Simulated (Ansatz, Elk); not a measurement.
## How far do independent atoms describe Zn3Br?

The structure of Zn3Br used here is made up (a known structure type with other elements) and was relaxed beforehand with r2SCAN. The aim is the Fourier transform of its all-electron density, F(hkl), set beside the sum over free spherical atoms that refinements use.

Program: Elk 11.2.3 (patched build). Level of theory: DFT, PBE, all-electron APW+lo, Dirac cores, scalar-relativistic bands, static density, no spin. Results are calculated unless marked as measured.

This account leaves out most program logs.

The structure was built from a prototype and need not be the compound's stable phase.

## (1) Starting point

Symmetry: I4/mmm, No. 139, tetragonal system. Conventional cell: a = 3.799 Å, b = 3.799 Å, c = 11.606 Å, α = 90.00°, β = 90.00°, γ = 90.00°. Br has 4 Zn at 2.69 Å nearest. Nearest to Zn lie 4 Br at 2.69 Å. Nearest to Zn lie 4 Zn at 2.69 Å. Farther neighbours and most contacts between anions are not listed.

## (2) Ground state and structure factors

An all-electron density is needed, since X-rays see the cores too. Task 0 finds the density and task 195 Fourier-transforms it; tshift is off so that phases refer to the origin typed.

Contents of elk.in:

```
tasks
  0
  195

xctype
  20

spinpol
  .false.

rgkmax
  7.0

gmaxvr
  14.0

lmaxo
  7

lmaxapw
  8

swidth
  0.002

tshift
  .false.

ramdisk
  .false.

hmaxvr
  5.5

maxscl
  120

epspot
  1e-06

sppath
  './'

avec
  -3.58966505519 3.58966505519 10.96568299238
  3.58966505519 -3.58966505519 10.96568299238
  3.58966505519 3.58966505519 -10.96568299238

atoms
  2
  'Br.in'
  1
  -0.0000000000 -0.0000000000 -0.0000000000   0.000000 0.000000 0.000000
  'Zn.in'
  3
  0.5000000000 0.5000000000 -0.0000000000   0.000000 0.000000 0.000000
  0.2500000000 0.7500000000 0.5000000000   0.000000 0.000000 0.000000
  0.7500000000 0.2500000000 0.5000000000   0.000000 0.000000 0.000000

ngridk
  8 8 8
```

On the command line:

```sh
$ OMP_NUM_THREADS=4 elk
```

Run time: 35 s. Hardware: 4 threads of AMD EPYC 7B13 (Zen 3), shared host; peak memory 0.21 GiB; 1.8 min of CPU time.

SFACRHO.OUT:

```text

h k l indices transformed by vhmat matrix:
   1.000000000       0.000000000       0.000000000    
   0.000000000       1.000000000       0.000000000    
   0.000000000       0.000000000       1.000000000    

      h      k      l  multipl.   |H|            Re(F)            Im(F)           |F|

      0      0      0      1   0.0000000       125.00000      0.27818008E-15   125.00000    
      1      1     -1      2  0.57298623       4.5722201     -0.13121387E-13   4.5722201    
      0     -1      1      8  0.92087635       4.2275266     -0.39218753E-14   4.2275266    
     -2     -2      2      2   1.1459725       104.78028     -0.91174257E-16   104.78028    
      1      2     -2      8   1.2266376       3.8042252      0.78437506E-14   3.8042252    
      0      0      1      4   1.2376873       3.8905182      0.26841482E-13   3.8905182    
      1      1      0      8   1.3638853       99.351342     -0.28760422E-13   99.351342    
      2      3     -2      8   1.6786580       3.2512358      0.15687501E-13   3.2512358    
      3      1     -2      8   1.6867492       3.3248558     -0.21861600E-14   3.3248558    
     -3     -3      3      2   1.7189587       3.2552699      0.32748096E-13   3.2552699    
     -1      1      1      4   1.7503542       90.581869     -0.25063448E-13   90.581869    
      0      2     -2      8   1.8417527       3.2759875     -0.15767930E-13   3.2759875    
     -1      0     -1     16   1.9778152       3.2420598     -0.39218753E-14   3.2420598    
      3      1     -3      8   2.0921264       83.577441      0.22805355E-13   83.577441    
      2      4     -3      8   2.1181806       83.110995     -0.17786135E-13   83.110995    
      2      1     -3     16   2.1373768       3.2530639      0.78437506E-14   3.2530639    
     -4     -3      4      8   2.1880978       3.2348722      0.50984379E-13   3.2348722    
     -4     -4      4      2   2.2919449       79.733539      0.20904988E-15   79.733539
```

Elk indexes on the primitive cell of elk.in and gives |H| = 4π sin θ/λ in inverse bohr. Below, one row stands for each form hkl of the conventional cell (m members, Friedel mates merged), F is for one primitive cell and the density is static (no thermal factor). Free-atom factors are Waasmaier and Kirfel's, and R is Σm||F|−|F'||/Σm|F|.

```csv
hkl,m,sin θ/λ (Å⁻¹),"abs F, DFT",neutral atoms,diff.
002,2,0.086,4.572,4.647,-0.075
101,8,0.139,4.228,4.109,+0.119
004,2,0.172,104.780,104.889,-0.109
103,8,0.184,3.804,3.606,+0.198
110,4,0.186,3.890,3.590,+0.301
112,8,0.205,99.351,99.799,-0.447
105,8,0.252,3.251,3.165,+0.086
114,8,0.254,3.325,3.162,+0.163
006,2,0.259,3.255,3.150,+0.106
200,4,0.263,90.582,91.214,-0.632
202,8,0.277,3.276,3.125,+0.151
211,16,0.297,3.242,3.132,+0.110
204,8,0.315,83.577,84.058,-0.480
116,8,0.319,83.111,83.529,-0.418
213,16,0.321,3.253,3.178,+0.076
107,8,0.329,3.235,3.198,+0.037
008,2,0.345,79.734,80.063,-0.330
215,16,0.365,3.351,3.320,+0.031
206,8,0.369,3.383,3.336,+0.047
220,4,0.372,76.353,76.529,-0.176
222,8,0.382,3.450,3.387,+0.063
118,8,0.392,3.463,3.425,+0.038
```

## (3) The highest occupied states alone

An energy window below the Fermi level keeps the highest occupied states, to see at which angles they scatter; shallow core shells can lie inside it and anion s states outside. No new self-consistency is needed.

Changes to elk.in since step 2:

```diff
@@ -1,3 +1,2 @@
 tasks
-  0
   195
@@ -40,2 +39,5 @@
 
+wsfac
+  -0.206010 0.461490
+
 sppath
```

On the command line:

```sh
$ OMP_NUM_THREADS=4 elk
```

It took 6.1 s on 4 threads; peak memory 0.18 GiB.

States within 10 eV below the Fermi level hold 41.00 electrons; any levels below the window count with the cores. Their amplitudes can exceed the total, where window and core parts have opposite phase:

```csv
hkl,sin θ/λ (Å⁻¹),"abs F, window","abs F, all"
002,0.086,6.958,4.572
101,0.139,6.623,4.228
004,0.172,26.535,104.780
103,0.184,6.420,3.804
110,0.186,6.300,3.890
112,0.205,23.223,99.351
105,0.252,6.029,3.251
114,0.254,5.934,3.325
006,0.259,5.969,3.255
200,0.263,18.538,90.582
```

## (4) Another try

In this try the input is made faulty on purpose, to show what that does.

The input is changed as shown.

Changes to elk.in since step 3:

```diff
@@ -1,2 +1,3 @@
 tasks
+  0
   195
@@ -34,3 +35,3 @@
 maxscl
-  120
+  40
 
@@ -39,7 +40,7 @@
 
-wsfac
-  -0.206010 0.461490
-
 sppath
   './'
+
+scale
+  0.52917721
```

On the command line:

```sh
$ OMP_NUM_THREADS=4 elk
```

Run time: 63 s. Hardware: 4 threads; peak memory 0.18 GiB.

The fault put into the input: lattice vectors in angstrom read as bohr.

## (5) Another functional

The difference from free atoms is small, so it is set against the change that LDA (Perdew-Wang) makes.

Changes to elk.in since step 4:

```diff
@@ -5,3 +5,3 @@
 xctype
-  20
+  3
 
@@ -35,3 +35,3 @@
 maxscl
-  40
+  120
 
@@ -42,5 +42,2 @@
   './'
-
-scale
-  0.52917721
```

On the command line:

```sh
$ OMP_NUM_THREADS=4 elk
```

It took 24 s on 4 threads; peak memory 0.18 GiB.

Against the first run R = 0.08 %; the largest change is -0.052 at 220.

## (6) Basis size

The basis and the expansions that go with it are enlarged, to see whether the differences are converged.

Changes to elk.in since step 5:

```diff
@@ -5,3 +5,3 @@
 xctype
-  3
+  20
 
@@ -11,12 +11,12 @@
 rgkmax
-  7.0
+  8.5
 
 gmaxvr
-  14.0
+  18.0
 
 lmaxo
-  7
+  9
 
 lmaxapw
-  8
+  10
```

On the command line:

```sh
$ OMP_NUM_THREADS=4 elk
```

Wall time 68 s (4 threads); peak memory 0.38 GiB.

Against the first run R = 0.01 %; the largest change is -0.012 at 208.

## (7) Basis size

A smaller basis shows how fast F responds to it; the change is likely larger than the basis error of the first run, but doesn't show convergence.

Changes to elk.in since step 6:

```diff
@@ -11,12 +11,12 @@
 rgkmax
-  8.5
+  5.5
 
 gmaxvr
-  18.0
+  14.0
 
 lmaxo
-  9
+  7
 
 lmaxapw
-  10
+  8
```

On the command line:

```sh
$ OMP_NUM_THREADS=4 elk
```

Elapsed: 31 s, on 4 threads; peak memory 0.2 GiB.

Against the first run R = 0.03 %; the largest change is +0.069 at 220.

## (8) Settings against the effect

```
                              run  R against the first run (%)  R against neutral atoms, low angle (%)  wall time
                    PBE, rgkmax 7                         0.00                                    0.97       35 s
                LDA (Perdew-Wang)                         0.08                                    1.01       24 s
rgkmax 8.5 with larger expansions                         0.01                                    0.96       68 s
                       rgkmax 5.5                         0.03                                    0.93       31 s
```

## (9) What came out

| Item | Value |
| --- | --- |
| R against neutral atoms, sin θ/λ < 0.3 Å⁻¹ | 0.97 % |
| R against neutral atoms, 0.3 to 0.82 Å⁻¹ | 0.38 % |

What this shows: Independent neutral atoms miss the calculated amplitudes by R = 0.97 % below 0.3 Å⁻¹ and 0.38 % from there to 0.82 Å⁻¹; by shells, 2.56 % below 0.15 Å⁻¹ (2 forms), 0.92 % 0.15 to 0.3 (10 forms), 0.37 % 0.3 to 0.45 (20 forms), 0.38 % above 0.45 (116 forms). Bonding, aspherical density and the tables' own atoms all enter these figures, and the runs don't part them. The largest change of an amplitude is -0.63 electrons, at 200. The window's part falls from 41.0 electrons at the origin to at most 8.56 between 0.45 and 0.82 Å⁻¹, where compact states inside the window still scatter. Below 0.3 Å⁻¹ the changes that finished (LDA (Perdew-Wang), rgkmax 8.5 with larger expansions and rgkmax 5.5) move F by R = 0.08 % at most, against the 0.97 % that separates it from free atoms. The k-mesh has no finished test. The electron count is odd, so without spin the run is a metal by force. Part of the difference isn't bonding: the tables are fits to free atoms and ions calculated by other methods than this functional. Thermal motion, anomalous dispersion and extinction are left out.

[Logs are printed without paths, hosts, clocks, repeated set-up lines and the standing remarks that a program may print on its own settings, such as how far it seeks lower states.]

[Hosts, paths, dates, database ids (printed as entryN), source tags and the programs' standing remarks are cut or masked in the printed files.]
